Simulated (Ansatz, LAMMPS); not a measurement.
# Ionic liquid EMIM+ FSI- with water, from a frame at 400 K (93 atoms): geometry optimisation

How does ionic liquid EMIM+ FSI- with water, from a frame at 400 K (93 atoms) relax, and what do bonds, charges and levels look like afterwards?

Main program and level: Ansatz 0.2.0; Kohn-Sham DFT, RPBE+D3(BJ), PAW (set soft_2), plane waves.

## (1) The structure

The cell holds 93 atoms: 18 C, 9 N, 39 H, 6 S, 15 O and 6 F. Cell: a = 10.310 Å, b = 10.310 Å, c = 10.310 Å, α = 90.0°, β = 90.0°, γ = 90.0°. 3 EMIM+, 3 FSI-, 3 H2O placed at random, at 1.41 g/cm³; overlaps pushed apart, then 10 ps at 700 K with MMFF94 bonds, angles, torsions, charges and radii (Halgren, J. Comput. Chem. 17, 490 (1996)) in harmonic and 12-6 forms; SPC/E water (Berendsen, Grigera and Straatsma, J. Phys. Chem. 91, 6269 (1987)); charges of ions scaled by 0.8. Snapshot after 30 ps at 400 K and fixed volume.

What the set-up can't give: The network of contacts between molecules at the start is that of the classical potential that made the cell. The density was typed from a rule of thumb and may lie off the real one at this temperature. Sampling is at Γ alone, for a cell whose shortest periodic width is 10 Å.

## (2) The classical run that made the cell

A classical potential supplies the starting structure, since it reaches far longer times than DFT.

This step: classical MD, MMFF94 bonds, angles, torsions, charges and radii (Halgren, J. Comput. Chem. 17, 490 (1996)) in harmonic and 12-6 forms; SPC/E water (Berendsen, Grigera and Straatsma, J. Phys. Chem. 91, 6269 (1987)); charges of ions scaled by 0.8 (LAMMPS 22 Jul 2025 - Update 4).

Contents of in.lmp:

```
# ionic liquid EMIM+ FSI- with water
units real
atom_style full
boundary p p p
bond_style harmonic
angle_style harmonic
dihedral_style opls
improper_style harmonic
special_bonds lj 0 0 0.5 coul 0 0 0.75
read_data data.lmp
neigh_modify delay 0 every 1 check yes one 4000
comm_modify cutoff 12.0
timestep 0.5
thermo_style custom step time temp pe press density
thermo_modify norm yes
# push overlapping molecules apart
pair_style soft 2.6
pair_coeff * * 0.0
variable a equal ramp(1,60)
fix ad all adapt 1 pair soft a * * v_a
velocity all create 700 137187 mom yes dist gaussian
fix lim all nve/limit 0.03
fix lan all langevin 700 700 50 137188 zero yes
thermo 1000
run 3000 post no
unfix ad
pair_style lj/cut/coul/long 9.0
pair_modify mix arithmetic tail yes
pair_coeff 1 1 0.0678 3.3680   # C
pair_coeff 2 2 0.0721 3.1460   # N
pair_coeff 3 3 0.0678 3.5860   # C
pair_coeff 4 4 0.0678 3.3270   # C
pair_coeff 5 5 0.0216 2.5400   # H
pair_coeff 6 6 0.0721 3.5530   # N
# [... 24 lines left out ...]
compute msd all msd com yes
thermo 7500
fix md all nvt temp 400 400 100
run 30000 post no
print "== T400: mean square displacement over the hold $(c_msd[4]:%.2f) A^2"
unfix md
uncompute msd
write_dump all custom T400.dump id type xs ys zs modify sort id
```

Started as:

```console
$ lmp -in in.lmp -log none -nocite
```

Numbers of over 12 decimals in the logs are rounded to 6 here.

The log of the run:

```text
LAMMPS (22 Jul 2025 - Update 4)
Reading data file ...
  orthogonal box = (0 0 0) to (10.30994 10.30994 10.30994)
  93 atoms
  orthogonal box = (0 0 0) to (10.30994 10.30994 10.30994)
  87 bonds
  141 angles
  105 dihedrals
  15 impropers
WARNING: Bond/angle/dihedral extent > half of periodic box length
   Step          Time           Temp          PotEng         Press         Density
         0   0              700            0.45327014    -2395.7616      1.4060014
      1000   500            583.98851      2.2511229      25548.255      1.4060014
      2000   1000           650.17377      1.79295        34691.481      1.4060014
      3000   1500           627.95502      2.1606148      36374.46       1.4060014
WARNING: Bond/angle/dihedral extent > half of periodic box length
Loop time of 0.178377 s on 1 MPI rank(s) for 3000 steps with 93 atoms
PPPM initialization ...
  G vector (1/distance) = 0.29433242
  grid = 6 6 6
  estimated relative force accuracy = 4.0056864e-05
WARNING: Bond/angle/dihedral extent > half of periodic box length
   Step          Time           Temp          PotEng         Press         Density
      3000   1500           627.95502     -0.030307824    27151.573      1.4060014
[... 17 lines left out ...]
Loop time of 0.568761 s on 1 MPI rank(s) for 2000 steps with 93 atoms
WARNING: Bond/angle/dihedral extent > half of periodic box length
   Step          Time           Temp          PotEng         Press         Density
      2000   1000           557.97405     -1.3565393      3788.0558      1.4060014
[... 5 lines left out ...]
WARNING: Bond/angle/dihedral extent > half of periodic box length
Loop time of 3.24145 s on 1 MPI rank(s) for 10000 steps with 93 atoms
WARNING: Bond/angle/dihedral extent > half of periodic box length
   Step          Time           Temp          PotEng         Press         Density
[... 4 lines left out ...]
WARNING: Bond/angle/dihedral extent > half of periodic box length
Loop time of 1.55239 s on 1 MPI rank(s) for 5000 steps with 93 atoms
WARNING: Bond/angle/dihedral extent > half of periodic box length
   Step          Time           Temp          PotEng         Press         Density
[... 2 lines left out ...]
     30000   29000          414.67504     -1.7721602      1509.094       1.4060014
     37500   36500          412.69047     -2.0010274      2090.7832      1.4060014
     45000   44000          429.48297     -2.1396657      6117.0187      1.4060014
     47000   46000          408.0015      -2.0608834      22.420884      1.4060014
WARNING: Bond/angle/dihedral extent > half of periodic box length
Loop time of 9.08402 s on 1 MPI rank(s) for 30000 steps with 93 atoms
== T400: mean square displacement over the hold 16.28 A^2
```

It took 15 s on 1 thread of Arm Neoverse V2, shared host; peak memory 0.12 GiB.

The input also reads data.lmp (atoms, bonds and types; not printed here).

## (3) Single point at the start

The forces at the start show how far the geometry lies from a minimum of this functional.

Contents of input.yaml:

```yaml
crystal:
  lattice:
    - [10.30994, 0.0, 0.0]
    - [0.0, 10.30994, 0.0]
    - [0.0, 0.0, 10.30994]
  atoms:
    - { symbol: C, position: [0.52436, 0.41632, 0.04009] }
    - { symbol: C, position: [0.65575, 0.48879, 0.03377] }
    - { symbol: "N", position: [0.75868, 0.42346, 0.10552] }
    - { symbol: C, position: [0.78879, 0.28835, 0.10259] }
    - { symbol: C, position: [0.90002, 0.27272, 0.17817] }
    - { symbol: "N", position: [0.9256, 0.39266, 0.23109] }
    - { symbol: C, position: [0.02707, 0.4238, 0.31676] }
    - { symbol: C, position: [0.82991, 0.47244, 0.19697] }
    - { symbol: H, position: [0.519, 0.33658, 0.96554] }
    - { symbol: H, position: [0.44846, 0.48874, 0.01633] }
    - { symbol: H, position: [0.51707, 0.37492, 0.14095] }
    - { symbol: H, position: [0.70151, 0.50699, 0.93246] }
    - { symbol: H, position: [0.6577, 0.58862, 0.08435] }
    - { symbol: H, position: [0.73149, 0.2301, 0.03559] }
    - { symbol: H, position: [0.97081, 0.19344, 0.19359] }
    - { symbol: H, position: [0.08341, 0.32984, 0.32034] }
    - { symbol: H, position: [0.98371, 0.44399, 0.41882] }
    - { symbol: H, position: [0.08698, 0.5062, 0.28282] }
    - { symbol: H, position: [0.80918, 0.56192, 0.24123] }
    - { symbol: C, position: [0.36899, 0.04026, 0.94359] }
    - { symbol: C, position: [0.41445, 0.94753, 0.83857] }
    - { symbol: "N", position: [0.3173, 0.86578, 0.79971] }
    - { symbol: C, position: [0.31874, 0.7321, 0.80395] }
    - { symbol: C, position: [0.20096, 0.68163, 0.76708] }
    - { symbol: "N", position: [0.13286, 0.78868, 0.72878] }
    - { symbol: C, position: [0.99642, 0.78195, 0.67841] }
    - { symbol: C, position: [0.20343, 0.90255, 0.74418] }
    - { symbol: H, position: [0.32475, 0.97905, 0.02521] }
    - { symbol: H, position: [0.29246, 0.11002, 0.91759] }
    - { symbol: H, position: [0.44193, 0.10136, 0.97668] }
    - { symbol: H, position: [0.43787, 0.01698, 0.76041] }
    - { symbol: H, position: [0.50099, 0.89138, 0.85837] }
    - { symbol: H, position: [0.40116, 0.68566, 0.8471] }
    - { symbol: H, position: [0.15805, 0.58752, 0.76668] }
    - { symbol: H, position: [0.96591, 0.88094, 0.67619] }
    - { symbol: H, position: [0.93553, 0.72745, 0.7475] }
    - { symbol: H, position: [0.008, 0.7374, 0.57696] }
    - { symbol: H, position: [0.18215, 0.99502, 0.71296] }
    - { symbol: C, position: [0.5884, 0.50813, 0.6531] }
    - { symbol: C, position: [0.66416, 0.48637, 0.53192] }
    - { symbol: "N", position: [0.6221, 0.36537, 0.46964] }
    - { symbol: C, position: [0.69848, 0.24983, 0.47866] }
    - { symbol: C, position: [0.62764, 0.1518, 0.42234] }
    - { symbol: "N", position: [0.511, 0.20611, 0.38761] }
    - { symbol: C, position: [0.39761, 0.13119, 0.35019] }
    - { symbol: C, position: [0.50862, 0.33139, 0.42548] }
    - { symbol: H, position: [0.59707, 0.43416, 0.7288] }
    - { symbol: H, position: [0.48285, 0.5137, 0.63885] }
    - { symbol: H, position: [0.61582, 0.59675, 0.69114] }
    - { symbol: H, position: [0.64328, 0.56652, 0.46657] }
    - { symbol: H, position: [0.75986, 0.47586, 0.55686] }
    - { symbol: H, position: [0.78713, 0.26667, 0.52626] }
    - { symbol: H, position: [0.64841, 0.0553, 0.4073] }
    - { symbol: H, position: [0.3969, 0.03455, 0.39842] }
    - { symbol: H, position: [0.3831, 0.13246, 0.24579] }
    - { symbol: H, position: [0.31936, 0.19253, 0.38657] }
    - { symbol: H, position: [0.42775, 0.40158, 0.41145] }
    - { symbol: "N", position: [0.02416, 0.41029, 0.93324] }
    - { symbol: S, position: [0.17247, 0.40111, 0.96853] }
    - { symbol: O, position: [0.25912, 0.40776, 0.86126] }
    - { symbol: O, position: [0.20984, 0.31404, 0.07739] }
    - { symbol: F, position: [0.19538, 0.53569, 0.03841] }
    - { symbol: S, position: [0.98362, 0.30849, 0.82671] }
    - { symbol: O, position: [0.07774, 0.20643, 0.80684] }
    - { symbol: O, position: [0.84981, 0.272, 0.8192] }
    - { symbol: F, position: [0.01172, 0.40045, 0.70348] }
    - { symbol: "N", position: [0.82682, 0.92003, 0.15748] }
    - { symbol: S, position: [0.81532, 0.89545, 0.01003] }
    - { symbol: O, position: [0.73827, 0.99068, 0.9481] }
    - { symbol: O, position: [0.78271, 0.76577, 0.96757] }
    - { symbol: F, position: [0.95805, 0.91671, 0.9521] }
    - { symbol: S, position: [0.94128, 0.8479, 0.22332] }
    - { symbol: O, position: [0.95723, 0.88906, 0.35592] }
    - { symbol: O, position: [0.97634, 0.71582, 0.19364] }
    - { symbol: F, position: [0.05246, 0.9291, 0.15948] }
    - { symbol: "N", position: [0.32335, 0.77928, 0.25972] }
    - { symbol: S, position: [0.30174, 0.75119, 0.41192] }
    - { symbol: O, position: [0.40342, 0.78477, 0.50071] }
    [... 9 atom lines left out ...]
    - { symbol: O, position: [0.30098, 0.25094, 0.62975] }
    - { symbol: H, position: [0.35308, 0.24657, 0.71144] }
    - { symbol: H, position: [0.2083, 0.26954, 0.65147] }
    - { symbol: O, position: [0.94968, 0.09609, 0.48708] }
    - { symbol: H, position: [0.88694, 0.04461, 0.5402] }
    - { symbol: H, position: [0.00366, 0.03591, 0.43348] }
kpoints:
  mp_grid: { grid: [1, 1, 1] }
hamiltonian:
  xc: rpbe
  dispersion: d3bj
scf:
  occupations: { method: fermi_dirac, width: 0.025 }
output:
  forces: true
  stress: true
  populations: intrinsic
  dos:
    method: { smearing: { sigma: 0.1 } }
    de: 0.1
    projected: { site_lists: { C: [C], F: [F], H: [H], "N": ["N"], O: [O] } }
  eigenvalues: true
```

Started as:

```console
$ ansatz run input.yaml --threads 4 --pin off --max-ram 8192MiB --backend cpu --events-out ev --progress --plain --runs-dir out
```

The log of the run:

```text
Engine: ansatz 0.2.0, aarch64-unknown-linux-gnu
Pseudopotentials: kind: paw
Pseudopotential: C, paw, valence charge 4, recommended cutoff 420 eV (normal), C.paw.azcp
Pseudopotential: N, paw, valence charge 5, recommended cutoff 420 eV (normal), N.paw.azcp
Pseudopotential: H, paw, valence charge 1, recommended cutoff 420 eV (normal), H.paw.azcp
Pseudopotential: S, paw, valence charge 6, recommended cutoff 420 eV (normal), S.paw.azcp
Pseudopotential: O, paw, valence charge 6, recommended cutoff 420 eV (normal), O.paw.azcp
Pseudopotential: F, paw, valence charge 7, recommended cutoff 420 eV (normal), F.paw.azcp
Functional definition: RPBE
  parameter kappa = 0.804
  parameter beta = 0.066725
  exchange = rpbe_x(kappa = kappa, mu = beta*pi^2/3)
  correlation = pbe_c(beta = beta)
Crystal: 93 atoms, lattice volume = 1095.894 Å³
Basis set: ecut = 420 eV, 21367 PW (Γ), exchange–correlation on 144×144×144 points (8 copies of the dense FFT grid, shifted against one another)
Bands: 255, of which v1, the nominal top of the filled ones, is band 162 counted from 1 (161 counted from 0)
Symmetry: 1 space group operations
Space group: P1 (ITA 1), of the structure as read, at distance tolerance 1.0e-4 Å
k-points: 1
Non-local potential: C, projectors of the file, l = 0: 2, l = 1: 2, l = 2: 1
Non-local potential: N, projectors of the file, l = 0: 2, l = 1: 2, l = 2: 1
Non-local potential: H, projectors of the file, l = 0: 2, l = 1: 1
Non-local potential: S, projectors of the file, l = 0: 2, l = 1: 2, l = 2: 2
Non-local potential: O, projectors of the file, l = 0: 2, l = 1: 2, l = 2: 1
Non-local potential: F, projectors of the file, l = 0: 2, l = 1: 2, l = 2: 1
PAW form: soft (Blöchl's): semilocal exchange-correlation on the pseudo side does not see the compensation charge
PAW frozen core: C, regenerated for the run's functional, and the local potential with it (the file was generated under x = pbe(κ = 0.804, μ = 0.219515), c = pbe(β = 0.066725))
PAW frozen core: N, regenerated for the run's functional, and the local potential with it (the file was generated under x = pbe(κ = 0.804, μ = 0.219515), c = pbe(β = 0.066725))
PAW frozen core: S, regenerated for the run's functional, and the local potential with it (the file was generated under x = pbe(κ = 0.804, μ = 0.219515), c = pbe(β = 0.066725))
PAW frozen core: O, regenerated for the run's functional, and the local potential with it (the file was generated under x = pbe(κ = 0.804, μ = 0.219515), c = pbe(β = 0.066725))
PAW frozen core: F, regenerated for the run's functional, and the local potential with it (the file was generated under x = pbe(κ = 0.804, μ = 0.219515), c = pbe(β = 0.066725))
PAW one-centre angular grid: C, 110 points (default); XC on 64 Gauss nodes
PAW one-centre angular grid: N, 110 points (default); XC on 64 Gauss nodes
PAW one-centre angular grid: H, 110 points (default); XC on 64 Gauss nodes
PAW one-centre angular grid: S, 110 points (default); XC on 64 Gauss nodes
PAW one-centre angular grid: O, 110 points (default); XC on 64 Gauss nodes
PAW one-centre angular grid: F, 110 points (default); XC on 64 Gauss nodes
Initial density: superposition of atomic densities (neutral atoms: chi_scale 0, normalization atom), corrected by the library's trained network
Initial wavefunctions: pseudopotential atomic-orbital guess
Functional: x = rpbe, c = pbe(β = 0.066725)
SCF iter   1: F=—  HF=-27473.413648 eV  |F-HF|=—  |Δ(HF+E_count)|=         —  Δρ=6.91e-3  dr2=5.03e-1  ethr=1.77e-3  ⟨swp⟩=6.0  Hψ=1242  notcnv=0  defer=21
preconditioner: auto → Resta (q_TF=auto, 2.227 Å⁻¹)  ε∞=2.5  [insulator: Δε(μ)=3.958 eV  Ē_g=16.091 eV  σ=0.025 eV  W_gap=1.00  n_scr=202 (ndim 8)  ℏωp=19.8 eV  f_vac=0.260  D(μ)=0.00/eV (n_scr^D=0)  ε∞_Penn≈2.5]
SCF iter   2: F=—  HF=-27473.280444 eV  |F-HF|=—  |Δ(HF+E_count)|=   1.33e-1  Δρ=3.39e-3  dr2=1.14e-1  ethr=1.55e-4  ⟨swp⟩=2.0  Hψ=419  notcnv=0  defer=85
SCF iter   3: F=—  HF=-27473.290335 eV  |F-HF|=—  |Δ(HF+E_count)|=   9.89e-3  Δρ=1.60e-3  dr2=3.00e-2  ethr=3.51e-5  ⟨swp⟩=2.0  Hψ=329  notcnv=0  defer=85
SCF iter   4: F=—  HF=-27473.285317 eV  |F-HF|=—  |Δ(HF+E_count)|=   5.02e-3  Δρ=4.60e-4  dr2=2.63e-3  ethr=9.26e-6  ⟨swp⟩=2.0  Hψ=326  notcnv=0  defer=85
SCF iter   5: F=—  HF=-27473.285137 eV  |F-HF|=—  |Δ(HF+E_count)|=   1.80e-4  Δρ=2.77e-4  dr2=7.85e-4  ethr=8.11e-7  ⟨swp⟩=2.0  Hψ=324  notcnv=0  defer=85
SCF iter   6: F=—  HF=-27473.285048 eV  |F-HF|=—  |Δ(HF+E_count)|=   8.91e-5  Δρ=9.59e-5  dr2=9.38e-5  ethr=2.42e-7  ⟨swp⟩=2.0  Hψ=324  notcnv=0  defer=85
SCF iter   7: F=—  HF=-27473.286389 eV  |F-HF|=—  |Δ(HF+E_count)|=   1.34e-3  Δρ=3.02e-5  dr2=9.76e-6  ethr=2.90e-8  ⟨swp⟩=2.0  Hψ=409  notcnv=0  defer=85
SCF iter   8: F=—  HF=-27473.286388 eV  |F-HF|=—  |Δ(HF+E_count)|=   9.03e-7  Δρ=1.36e-5  dr2=1.85e-6  ethr=3.01e-9  ⟨swp⟩=2.0  Hψ=330  notcnv=0  defer=85
SCF iter   9: F=—  HF=-27473.286388 eV  |F-HF|=—  |Δ(HF+E_count)|=   3.74e-7  Δρ=4.26e-6  dr2=1.77e-7  ethr=5.72e-10  ⟨swp⟩=2.0  Hψ=329  notcnv=0  defer=85
SCF iter  10: F=-27473.286388 eV  HF=-27473.286388 eV  |F-HF|=4.00e-8  |Δ(HF+E_count)|=   5.31e-8  Δρ=1.96e-6  dr2=4.07e-8  ethr=3.09e-11  ⟨swp⟩=14.0  Hψ=1504  notcnv=0
WARN: dispersion: an atom stands within reach of a switch of its C6 between two reference coordination numbers of its element: through that C6 alone, e_disp changes by 0.025 eV or more while the distances to its neighbours run over a stretch of 0.05 Å that contains this geometry (sites counted from 0 in the run's list of atoms or, [...]
SCF 1 converged in 10 iterations: F = -27473.286388 eV  dr2 = 4.07e-8
  greatest PAW one-centre occupation: 0.938 electrons in one spin orbital (limit 2), on the F atom at site 74 (counted from 0), in its partial waves of l = 0
SCF converged after 10 iterations
Free energy (F): -27473.286388 eV
Harris-Foulkes:  -27473.286388 eV  (|F-HF|=4.00e-8)
Internal energy: -27473.286388 eV  (E = F + TS)
E sigma→0 (E₀):  -27473.286388 eV
Fermi energy:    1.842128 eV
--- Per-component energies (eV) ---
  E_band       = -2704.348285
  E_kinetic    = 7969.066449
  E_local      = -28217.007230  (includes V_loc(G=0)·N_el)
  E_nonlocal   = 2248.124526
  E_hartree    = 10668.404324
  E_xc         = -3944.104427
  E_vxc        = -4768.067344  (∫ρ·V_xc dr)
  E_paw        = -10223.891389  (= ΣΔE_a)
  E_vpaw       = -1273.269518  (= ΣTr[D̂ρ^β])
  E_aug_tail   = -0.002938  (compensation charges beyond the density's cutoff)
  E_ewald      = -5956.308313
  E_disp       = -16.466331  (pairwise vdW)
  E_core_change = -1.101059  (= ΣΔE_core)
  E_smearing   = -0.000000  (= −TS)
  E_closure    = 0.000000  (closes the sum)
  Σ components = -27473.286388   (vs F -27473.286388, Δ=0.00e0)
--- Forces (eV/Å), atoms counted from 1 ---
  atom   1  C      0.74280655    -0.08776808    -0.35200992
  atom   2  C      0.89336225     1.77463917    -0.35007442
  atom   3  N     -0.93352495    -3.42155713     0.14624786
  atom   4  C      0.43732728     0.31371324    -0.87050209
  atom   5  C     -0.33102412    -0.90232702    -0.96873138
  atom   6  N     -1.61706582    -0.28625866    -0.41841516
  atom   7  C      1.20046431    -0.70956928     2.54847635
  atom   8  C      0.99651098     2.13088338     0.40596583
  atom   9  H      0.10626173     0.59403304     0.68831748
  atom  10  H      0.23777860    -0.69943958     0.41873382
  atom  11  H     -0.40026365     0.45855497    -1.06048493
  atom  12  H     -1.09601640    -0.38364020     1.35741426
  atom  13  H     -0.59262054    -1.38519277    -1.05018744
  atom  14  H      0.61994773    -0.28109705     0.30864863
[...]
atom  92  H      1.03690416     0.29813396    -1.13111476
  atom  93  H     -1.29533486     0.33238363     0.94163507
  max |Σ_I F_I| component: 7.94e-5 eV/Å
--- Stress (GPa, compression-positive) ---
        2.906167      -0.235043       1.539833
       -0.235043       1.366818       0.855291
        1.539834       0.855291       1.326145
  P = ⅓ Tr σ = 1.8664 GPa (18.664 kbar)
--- Band table (eV) ---
  k-point 0: bands = ["-25.9799", "-25.7109", "-25.6892", "-25.5272", [... 239 levels ...], "10.7070", "10.8424", "10.8864", "10.9639", "11.0024", "11.0614", "11.1783", "11.2396", "11.2952", "11.3417", "11.3605", "11.4575"]
--- intrinsic populations: 93 sites ---
  site symbol       q [e]
     0      C      4.4786
     1      C      4.1838
     2      N      4.9918
[...]
92      H      0.6124
  spilling = 0.000000 (of n_electrons = 324.000000)
```

The job ended after 9.5 s (4 threads of Arm Neoverse V2, shared host; peak memory 1.2 GiB; 36 s of CPU time).

The program notes that the dispersion model switches parameters near this geometry.

Numbers from this run:

```yaml
free_energy: -27473.2864 eV
free_energy_per_atom: -295.4117 eV/atom
scf_cycles: 10
pressure: 1.866 GPa
r_m_s_force_component: 1.097 eV/Å
longest_force: 4.528 eV/Å
fermi_energy: 1.842 eV
spacing_of_highest_filled_and_lowest_empty_level: 4.167 eV
```

The r.m.s. force component of 1.1 eV/Å and the pressure of 1.9 GPa set the starting point.

Length of the force by element:

```tsv
element	coordination	atoms	mean length of the force (eV/Å)	spread	least	most
C	all	18	2.31	0.929	0.827	3.96
F	all	6	1.44	0.532	0.709	2.44
H	all	39	1.23	0.618	0.312	2.74
N	all	9	2.16	1.19	0.511	4.53
O	all	15	1.30	0.650	0.486	2.84
S	all	6	2.76	0.792	1.58	4.13
```

(Continued in part 2 of 3.)

[Logs are printed without paths, hosts, clocks, repeated set-up lines and the standing remarks that a program may print on its own settings, such as how far it seeks lower states.]

[Hosts, paths, dates, database ids (printed as entryN), source tags and the programs' standing remarks are cut or masked in the printed files.]

[The MMFF94 radii named for the starting cell were scaled by 0.96; in molecules described by MMFF94, hydrogen bound to N, O or S took a small fixed 12-6 site in their place.]
